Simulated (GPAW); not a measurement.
## A Cu chain with two Cl atoms in line: relaxation, then transmission at several levels

How well does a Cu chain with two Cl atoms in line conduct once its atoms have relaxed, and how much do cheaper levels lose?

Calculated with GPAW 26.7.0; GPAW LCAO, PAW setups; relaxation of the junction within the symmetry of its start, lead ends held, in the first sound run; inputs show where later runs differ.

Report form: the programs' logs are mostly left out.

## Step 1: The structure

The cell holds 14 atoms: 12 Cu and 2 Cl. Cell: a = 9.000 Å, b = 9.000 Å, c = 31.253 Å, α = 90.0°, β = 90.0°, γ = 90.0°. Regions: left lead, 6 atoms (6 Cu); channel, 2 atoms (2 Cl); right lead, 6 atoms (6 Cu). Vacuum lies along a and b. The structure is stacked along c, and the current runs across the ab planes.

## Step 2: Relaxing the atoms

Transmission follows bond lengths closely, so the atoms between the held lead ends are relaxed first, within whatever symmetry the start has.

run.py reads:

```python
import json
from ase import Atoms
from ase.constraints import FixAtoms
from ase.optimize import BFGS
from gpaw import GPAW, FermiDirac

device = Atoms(
    ['Cu', 'Cu', 'Cu', 'Cu', 'Cu', 'Cu', 'Cl', 'Cl', 'Cu', 'Cu', 'Cu', 'Cu', 'Cu', 'Cu'],
    positions=[
        [4.50000, 4.50000, 1.15000],
        [4.50000, 4.50000, 3.45000],
        [4.50000, 4.50000, 5.75000],
        [4.50000, 4.50000, 8.05000],
        [4.50000, 4.50000, 10.35000],
        [4.50000, 4.50000, 12.65000],
        [4.50000, 4.50000, 14.65660],
        [4.50000, 4.50000, 16.59660],
        [4.50000, 4.50000, 18.60320],
        [4.50000, 4.50000, 20.90320],
        [4.50000, 4.50000, 23.20320],
        [4.50000, 4.50000, 25.50320],
        [4.50000, 4.50000, 27.80320],
        [4.50000, 4.50000, 30.10320]],
    cell=[[9.0, 0.0, 0.0], [0.0, 9.0, 0.0], [0.0, 0.0, 31.2532]],
    pbc=True)

device.set_constraint(FixAtoms([0, 1, 2, 3, 4, 9, 10, 11, 12, 13]))
device.calc = GPAW(mode='lcao', basis='dzp', xc='PBE', h=0.18,
                   kpts={'size': (1, 1, 3), 'gamma': True},
                   symmetry={'tolerance': 1e-3, 'extra_ids': [1, 1, 1, 1, 1, 0, 0, 0, 0, 1, 1, 1, 1, 1]},
                   occupations=FermiDirac(0.1), maxiter=250,
                   mixer=dict(beta=0.1, nmaxold=8, weight=100.0),
                   convergence=dict(density=0.0001), txt='relax.txt')
path = []
opt = BFGS(device, maxstep=0.15)
opt.attach(lambda: path.append((device.get_potential_energy(), device.positions.tolist(), device.get_forces().tolist())))
relaxed = bool(opt.run(fmax=0.05, steps=50))
json.dump(dict(relaxed=relaxed, path=path, positions=device.positions.tolist(), moments=device.get_magnetic_moments().tolist(),
               forces=device.get_forces(apply_constraint=False).tolist()), open('result.json', 'w'))
```

Started as:

```bash
$ OMP_NUM_THREADS=1 OPENBLAS_NUM_THREADS=1 python run.py
```

The job ended after 2.1 min (1 thread of Arm Neoverse V2, shared host; peak memory 1.3 GiB).

This run has no spin polarisation, although Cu can carry a moment.

Step by step:

| step | energy less that of the first step (eV) | largest force (eV/Å) |
| --- | --- | --- |
| 1 | 0.0000 | 5.0740 |
| 2 | -0.6428 | 2.6472 |
| 3 | -1.1771 | 1.5903 |
| 4 | -1.3257 | 0.0175 |

The atoms that moved most (Å):

| atom | dx | dy | dz | length |
| --- | --- | --- | --- | --- |
| Cl8 | 0.000 | 0.000 | 0.209 | 0.209 |
| Cl7 | 0.000 | 0.000 | -0.209 | 0.209 |
| Cu9 | 0.000 | 0.000 | 0.202 | 0.202 |
| Cu6 | 0.000 | 0.000 | -0.202 | 0.202 |

The relaxation lowered the energy of the cell by 1.33 eV (energies extrapolated to zero smearing; the optimiser's log prints free energies). The largest force left on a free atom is 0.017 eV/Å.

## Step 3: GPAW, dzp

The script solves lead and junction separately, takes H and S in the orbital basis, and joins semi-infinite leads through their self-energies; the dzp basis is the working standard.

This step: GPAW LCAO, PAW setups; Landauer transmission from Green's functions with principal layers (ASE), zero bias (GPAW 26.7.0).

run.py reads:

```python
import json
import numpy as np
from ase import Atoms
from ase.transport.calculators import TransportCalculator
from gpaw import GPAW, FermiDirac
from gpaw.lcao.tools import get_lcao_hamiltonian
from scipy.linalg import eigh

# The junction with lead layers at both ends, along the third cell vector
device = Atoms(
    ['Cu', 'Cu', 'Cu', 'Cu', 'Cu', 'Cu', 'Cl', 'Cl', 'Cu', 'Cu', 'Cu', 'Cu', 'Cu', 'Cu'],
    positions=[
        [4.50000, 4.50000, 1.15000],
        [4.50000, 4.50000, 3.45000],
        [4.50000, 4.50000, 5.75000],
        [4.50000, 4.50000, 8.05000],
        [4.50000, 4.50000, 10.35000],
        [4.50000, 4.50000, 12.44840],
        [4.50000, 4.50000, 14.44781],
        [4.50000, 4.50000, 16.80539],
        [4.50000, 4.50000, 18.80480],
        [4.50000, 4.50000, 20.90320],
        [4.50000, 4.50000, 23.20320],
        [4.50000, 4.50000, 25.50320],
        [4.50000, 4.50000, 27.80320],
        [4.50000, 4.50000, 30.10320]],
    cell=[[9.0, 0.0, 0.0], [0.0, 9.0, 0.0], [0.0, 0.0, 31.2532]],
    pbc=True)

# One principal layer of the lead: the first 3 atoms of the device
lead = Atoms(
    ['Cu', 'Cu', 'Cu'],
    positions=[
        [4.50000, 4.50000, 1.15000],
        [4.50000, 4.50000, 3.45000],
        [4.50000, 4.50000, 5.75000]],
    cell=[[9.0, 0.0, 0.0], [0.0, 9.0, 0.0], [0.0, 0.0, 6.9]],
    pbc=True)

settings = dict(mode='lcao', basis='dzp', xc='PBE', h=0.2,
                occupations=FermiDirac(0.1), maxiter=250,
                mixer=dict(beta=0.1, nmaxold=8, weight=100.0),
                convergence=dict(density=0.0001))
energies = np.arange(-2, 2 + 1e-9, 0.025)
eta = 0.0001
n1, n2 = 1, 1
# k and -k transmit alike, so half of the mesh across the current serves
mesh = [(i, j) for i in range(n1) for j in range(n2) if (i, j) <= (-i % n1, -j % n2)]
weights = np.array([1 if (i, j) == (-i % n1, -j % n2) else 2 for i, j in mesh]) / (n1 * n2)

# [... helper functions left out ...]
fermi_lead = ground_state(lead, (1, 1, 16), 'lead.txt')
fermi_device = ground_state(device, (1, 1, 3), 'device.txt')
# [... loop over the mesh left out, but for ...]
        # Shift the lead onto the potential of the device's first layer
        shift = ((H[:, 0, 0] - H0[:, 0, 0]) / S0[0, 0]).real.mean()
# [...]
kT = 8.617333e-5 * 300
bias = [0.1, 0.2, 0.5, 1.0, 1.5, 2.0]
# [... integrals and printing left out ...]
```

It took 39 s on 1 thread; peak memory 0.95 GiB.

This step gave:

| Property | Result |
| --- | --- |
| conductance | 0.8685 G₀ |
| largest coupling past the next principal layer | 4.59e-5 eV |
| largest misfit of the first principal layer | 0.03306 eV |
| shift that aligns the lead | 0.002215 eV |
| basis functions of the junction | 206 |
| basis functions of a principal layer | 45 |
| transmission at the Fermi level (one spin) | 0.8657 |

One spin. The transmission, zone mean by energy, zero at the Fermi level:

| energy (eV) | transmission, zone mean |
| --- | --- |
| -2.000 | 0.983 |
| -1.900 | 0.981 |
| -1.800 | 0.985 |
| -1.700 | 2.55 |
| -1.650 | 2.98 |
| -1.600 | 2.80 |
| -1.500 | 2.21 |
| -1.400 | 1.74 |
| -1.300 | 1.21 |
| -1.200 | 1.82 |
| -1.100 | 1.97 |
| -1.000 | 1.93 |
| -0.900 | 1.84 |
| -0.800 | 1.82 |
| -0.700 | 2.00 |
| -0.600 | 2.44 |
| -0.500 | 2.87 |
| -0.400 | 2.98 |
| -0.300 | 2.91 |
| -0.200 | 2.70 |
| -0.100 | 0.977 |
| 0.000 | 0.866 |
| 0.100 | 0.722 |
| 0.200 | 0.592 |
| 0.300 | 0.488 |
| 0.400 | 0.408 |
| 0.500 | 0.346 |
| 0.600 | 0.299 |
| 0.700 | 0.261 |
| 0.800 | 0.232 |
| 0.900 | 0.208 |
| 1.000 | 0.188 |
| 1.100 | 0.172 |
| 1.200 | 0.158 |
| 1.300 | 0.146 |
| 1.400 | 0.136 |
| 1.500 | 0.128 |
| 1.600 | 0.120 |
| 1.700 | 0.113 |
| 1.800 | 0.107 |
| 1.900 | 0.102 |
| 2.000 | 0.0966 |

Not self-consistent under bias; the bias window is split evenly. Table of current through one cell, from the zero-bias transmission by bias:

| bias (V) | current through one cell, from the zero-bias transmission (μA) |
| --- | --- |
| 0.100 | 6.75 |
| 0.200 | 13.8 |
| 0.500 | 45.9 |
| 1.000 | 111 |
| 1.500 | 162 |
| 2.000 | 202 |

Transmission of the three most open eigenchannels against energy, zero at the Fermi level:

| energy (eV) | channel 1 | channel 2 | channel 3 |
| --- | --- | --- | --- |
| -2.000 | 0.983 | 0 | 0 |
| -1.800 | 0.985 | 1.5e-9 | 1.5e-9 |
| -1.600 | 0.996 | 0.900 | 0.900 |
| -1.400 | 0.650 | 0.546 | 0.546 |
| -1.200 | 0.637 | 0.590 | 0.590 |
| -1.000 | 0.869 | 0.529 | 0.529 |
| -0.800 | 0.828 | 0.495 | 0.495 |
| -0.600 | 0.909 | 0.765 | 0.765 |
| -0.400 | 0.996 | 0.996 | 0.984 |
| -0.200 | 0.985 | 0.855 | 0.855 |
| 0.000 | 0.866 | 0 | 0 |
| 0.200 | 0.592 | 0 | 0 |
| 0.400 | 0.408 | 0 | 0 |
| 0.600 | 0.299 | 0 | 0 |
| 0.800 | 0.232 | 0 | 0 |
| 1.000 | 0.188 | 0 | 0 |
| 1.200 | 0.158 | 0 | 0 |
| 1.400 | 0.136 | 0 | 0 |
| 1.600 | 0.120 | 0 | 0 |
| 1.800 | 0.107 | 0 | 0 |
| 2.000 | 0.0966 | 0 | 0 |

Couplings past the next layer reach 4.6e-5 eV, small enough to drop; the matrix elements of the cell's first layer differ from the bulk lead's by up to 0.033 eV. That layer keeps its own values in the calculation, and only beyond it is the lead taken as perfect. The Fermi levels of lead and junction count from different zeros of potential, one for each periodic cell; with both set to zero, the small remaining shift is what aligns them. By hand: G = 0.8685 × 77.48 μS = 67.3 μS, a resistance of 14.9 kΩ; at 0.1 V a linear junction would pass 6.73 μA, and the integral over the bias window gives 6.75 μA.

## Step 4: GPAW, szp: basis = "szp(dzp)"

The second zeta is dropped, the polarisation orbitals stay.

Changes to run.py since step 3:

```diff
@@ -39,3 +39,3 @@
 
-settings = dict(mode='lcao', basis='dzp', xc='PBE', h=0.2,
+settings = dict(mode='lcao', basis='szp(dzp)', xc='PBE', h=0.2,
                 occupations=FermiDirac(0.1), maxiter=250,
```

Elapsed: 34 s, on 1 thread; peak memory 0.93 GiB.

Numbers from this step:

| Item | Value |
| --- | --- |
| conductance | 0.8906 G₀ |
| largest coupling past the next principal layer | 4.61e-5 eV |
| largest misfit of the first principal layer | 0.02967 eV |
| shift that aligns the lead | 0.005518 eV |
| basis functions of the junction | 126 |
| basis functions of a principal layer | 27 |
| transmission at the Fermi level (one spin) | 0.8739 |
| open channels of the lead at the Fermi level (one spin) | 1 |

One spin. Transmission, zone mean against energy, zero at the Fermi level:

| energy (eV) | transmission, zone mean |
| --- | --- |
| -2.000 | 0.990 |
| -1.800 | 0.998 |
| -1.600 | 2.84 |
| -1.400 | 1.74 |
| -1.275 | 2.39 |
| -1.200 | 2.37 |
| -1.000 | 2.48 |
| -0.800 | 2.47 |
| -0.600 | 2.86 |
| -0.475 | 2.99 |
| -0.400 | 2.97 |
| -0.200 | 2.86 |
| 0.000 | 0.874 |
| 0.200 | 0.617 |
| 0.400 | 0.434 |
| 0.600 | 0.321 |
| 0.800 | 0.251 |
| 1.000 | 0.205 |
| 1.200 | 0.173 |
| 1.400 | 0.150 |
| 1.600 | 0.133 |
| 1.800 | 0.120 |
| 2.000 | 0.109 |

Crossings of the lead's bands, unfolded to its shortest repeat. Open channels, zone mean against energy, zero at the Fermi level:

energy (eV), open channels, zone mean and a bar from the least value:
```
   -2.000       1.00 
   -1.800       1.00 
   -1.600       3.00 ############
   -1.400       3.00 ############
   -1.200       4.00 ##################
   -1.000       4.00 ##################
   -0.800       4.00 ##################
   -0.600       6.00 ##############################
   -0.400       4.00 ##################
   -0.200       3.00 ############
    0.000       1.00 
    0.200       1.00 
    0.400       1.00 
    0.600       1.00 
    0.800       1.00 
    1.000       1.00 
    1.200       1.00 
    1.400       1.00 
    1.600       1.00 
    1.800       1.00 
    2.000       1.00
```

Not self-consistent under bias; the bias window is split evenly. The current through one cell, from the zero-bias transmission by bias:

| bias (V) | current through one cell, from the zero-bias transmission (μA) |
| --- | --- |
| 0.100 | 7.00 |
| 0.200 | 15.0 |
| 0.500 | 51.4 |
| 1.000 | 118 |
| 1.500 | 178 |
| 2.000 | 230 |

Table of transmission of the three most open eigenchannels by energy, zero at the Fermi level:

| energy (eV) | channel 1 | channel 2 | channel 3 |
| --- | --- | --- | --- |
| -2.000 | 0.990 | 0 | 0 |
| -1.900 | 0.993 | 0 | 0 |
| -1.800 | 0.998 | 8.4e-9 | 8.4e-9 |
| -1.700 | 0.986 | 0.560 | 0.560 |
| -1.600 | 0.975 | 0.975 | 0.888 |
| -1.500 | 0.911 | 0.911 | 0.574 |
| -1.400 | 0.797 | 0.797 | 0.149 |
| -1.300 | 0.783 | 0.783 | 2.9e-5 |
| -1.200 | 0.797 | 0.797 | 0.780 |
| -1.100 | 0.897 | 0.792 | 0.792 |
| -1.000 | 0.952 | 0.766 | 0.766 |
| -0.900 | 0.958 | 0.747 | 0.747 |
| -0.800 | 0.940 | 0.767 | 0.767 |
| -0.700 | 0.936 | 0.845 | 0.845 |
| -0.600 | 0.969 | 0.947 | 0.947 |
| -0.500 | 0.997 | 0.995 | 0.995 |
| -0.400 | 0.992 | 0.990 | 0.990 |
| -0.300 | 0.988 | 0.979 | 0.979 |
| -0.200 | 0.993 | 0.933 | 0.933 |
| -0.100 | 0.974 | 7.0e-6 | 7.0e-6 |
| 0.000 | 0.874 | 3.8e-12 | 3.8e-12 |
| 0.100 | 0.742 | 0 | 0 |
| 0.200 | 0.617 | 0 | 0 |
| 0.300 | 0.514 | 0 | 0 |
| 0.400 | 0.434 | 0 | 0 |
| 0.500 | 0.371 | 0 | 0 |
| 0.600 | 0.321 | 0 | 0 |
| 0.700 | 0.283 | 0 | 0 |
| 0.800 | 0.251 | 0 | 0 |
| 0.900 | 0.226 | 0 | 0 |
| 1.000 | 0.205 | 0 | 0 |
| 1.100 | 0.188 | 0 | 0 |
| 1.200 | 0.173 | 0 | 0 |
| 1.300 | 0.161 | 0 | 0 |
| 1.400 | 0.150 | 0 | 0 |
| 1.500 | 0.141 | 0 | 0 |
| 1.600 | 0.133 | 0 | 0 |
| 1.700 | 0.126 | 0 | 0 |
| 1.800 | 0.120 | 0 | 0 |
| 1.900 | 0.114 | 0 | 0 |
| 2.000 | 0.109 | 0 | 0 |

The conductance, 0.891 G₀, lies 2.6 % above that of the dzp run.

## Step 5: GPAW, sz: basis = "sz(dzp)"

The minimal basis is the cheapest rung: no second zeta and no polarisation.

Changes to run.py since step 4:

```diff
@@ -39,3 +39,3 @@
 
-settings = dict(mode='lcao', basis='szp(dzp)', xc='PBE', h=0.2,
+settings = dict(mode='lcao', basis='sz(dzp)', xc='PBE', h=0.2,
                 occupations=FermiDirac(0.1), maxiter=250,
```

Run time: 28 s. Hardware: 1 thread; peak memory 0.9 GiB.

This step gave:

```
conductance                                    : 0.8293 G₀
largest coupling past the next principal layer : 4.64e-5 eV
largest misfit of the first principal layer    : 0.01914 eV
shift that aligns the lead                     : 5.31e-4 eV
basis functions of the junction                : 80
basis functions of a principal layer           : 18
transmission at the Fermi level (one spin)     : 0.8087
```

One spin. The transmission, zone mean by energy, zero at the Fermi level:

| energy (eV) | transmission, zone mean |
| --- | --- |
| -2.000 | 0.995 |
| -1.900 | 0.997 |
| -1.800 | 0.876 |
| -1.700 | 1.83 |
| -1.600 | 1.82 |
| -1.500 | 1.95 |
| -1.400 | 2.95 |
| -1.300 | 2.97 |
| -1.200 | 2.93 |
| -1.100 | 2.89 |
| -1.000 | 2.85 |
| -0.900 | 2.82 |
| -0.800 | 2.80 |
| -0.700 | 2.80 |
| -0.600 | 2.84 |
| -0.500 | 2.90 |
| -0.400 | 2.96 |
| -0.300 | 2.98 |
| -0.200 | 2.94 |
| -0.100 | 0.906 |
| 0.000 | 0.809 |
| 0.100 | 0.713 |
| 0.200 | 0.627 |
| 0.300 | 0.554 |
| 0.400 | 0.494 |
| 0.500 | 0.443 |
| 0.600 | 0.401 |
| 0.700 | 0.365 |
| 0.800 | 0.335 |
| 0.900 | 0.279 |
| 1.000 | 0.289 |
| 1.100 | 0.271 |
| 1.200 | 0.255 |
| 1.300 | 0.241 |
| 1.400 | 0.229 |
| 1.500 | 0.219 |
| 1.600 | 0.210 |
| 1.700 | 0.203 |
| 1.800 | 0.196 |
| 1.900 | 0.190 |
| 2.000 | 0.185 |

The conductance, 0.829 G₀, lies 4.5 % below that of the dzp run.

## Step 6: revPBE in the dzp basis: xc = "revPBE"

Back in the dzp basis, the functional changes from PBE to revPBE, to set the spread between functionals beside that between bases.

Changes to run.py since step 5:

```diff
@@ -39,3 +39,3 @@
 
-settings = dict(mode='lcao', basis='sz(dzp)', xc='PBE', h=0.2,
+settings = dict(mode='lcao', basis='dzp', xc='revPBE', h=0.2,
                 occupations=FermiDirac(0.1), maxiter=250,
```

Elapsed: 40 s, on 1 thread; peak memory 0.95 GiB.

Numbers from this step:

| Property | Result |
| --- | --- |
| conductance | 0.8743 G₀ |
| largest coupling past the next principal layer | 4.95e-5 eV |
| largest misfit of the first principal layer | 0.03452 eV |
| shift that aligns the lead | 9.71e-4 eV |
| basis functions of the junction | 206 |
| basis functions of a principal layer | 45 |
| transmission at the Fermi level (one spin) | 0.8723 |

The conductance, 0.874 G₀, lies 0.7 % above that of the dzp run.

## Step 7: Without the relaxation: geometry = "as built"

The dzp basis with PBE on the structure as first built shows what the relaxation was worth.

Changes to run.py since step 6:

```diff
@@ -17,6 +17,6 @@
         [4.50000, 4.50000, 10.35000],
-        [4.50000, 4.50000, 12.44840],
-        [4.50000, 4.50000, 14.44781],
-        [4.50000, 4.50000, 16.80539],
-        [4.50000, 4.50000, 18.80480],
+        [4.50000, 4.50000, 12.65000],
+        [4.50000, 4.50000, 14.65660],
+        [4.50000, 4.50000, 16.59660],
+        [4.50000, 4.50000, 18.60320],
         [4.50000, 4.50000, 20.90320],
@@ -39,3 +39,3 @@
 
-settings = dict(mode='lcao', basis='dzp', xc='revPBE', h=0.2,
+settings = dict(mode='lcao', basis='dzp', xc='PBE', h=0.2,
                 occupations=FermiDirac(0.1), maxiter=250,
```

The job ended after 38 s (1 thread; peak memory 0.95 GiB).

Numbers from this step:

- conductance: 0.8789 G₀
- largest coupling past the next principal layer: 4.59e-5 eV
- largest misfit of the first principal layer: 0.01626 eV
- shift that aligns the lead: 0.001188 eV
- transmission at the Fermi level (one spin): 0.8763

One spin. Table of transmission, zone mean by energy, zero at the Fermi level:

| energy (eV) | transmission, zone mean |
| --- | --- |
| -2.000 | 0.974 |
| -1.900 | 0.958 |
| -1.800 | 0.947 |
| -1.700 | 1.92 |
| -1.600 | 2.91 |
| -1.500 | 2.98 |
| -1.475 | 2.98 |
| -1.400 | 2.94 |
| -1.300 | 2.36 |
| -1.200 | 2.11 |
| -1.100 | 2.30 |
| -1.000 | 2.42 |
| -0.900 | 2.50 |
| -0.800 | 2.55 |
| -0.700 | 2.57 |
| -0.600 | 2.55 |
| -0.500 | 2.48 |
| -0.400 | 2.34 |
| -0.300 | 2.14 |
| -0.200 | 1.79 |
| -0.100 | 0.817 |
| 0.000 | 0.876 |
| 0.100 | 0.930 |
| 0.200 | 0.970 |
| 0.300 | 0.993 |
| 0.400 | 0.999 |
| 0.500 | 0.990 |
| 0.600 | 0.969 |
| 0.700 | 0.939 |
| 0.800 | 0.903 |
| 0.900 | 0.862 |
| 1.000 | 0.819 |
| 1.100 | 0.775 |
| 1.200 | 0.730 |
| 1.300 | 0.687 |
| 1.400 | 0.645 |
| 1.500 | 0.605 |
| 1.600 | 0.567 |
| 1.700 | 0.533 |
| 1.800 | 0.500 |
| 1.900 | 0.471 |
| 2.000 | 0.444 |

The conductance, 0.879 G₀, lies 1.2 % above that of the dzp run.

(Continued in part 2 of 2.)

[Logs are printed without paths, hosts, clocks, repeated set-up lines and the standing remarks that a program may print on its own settings, such as how far it seeks lower states.]

[Hosts, paths, dates, database ids (printed as entryN), source tags and the programs' standing remarks are cut or masked in the printed files.]
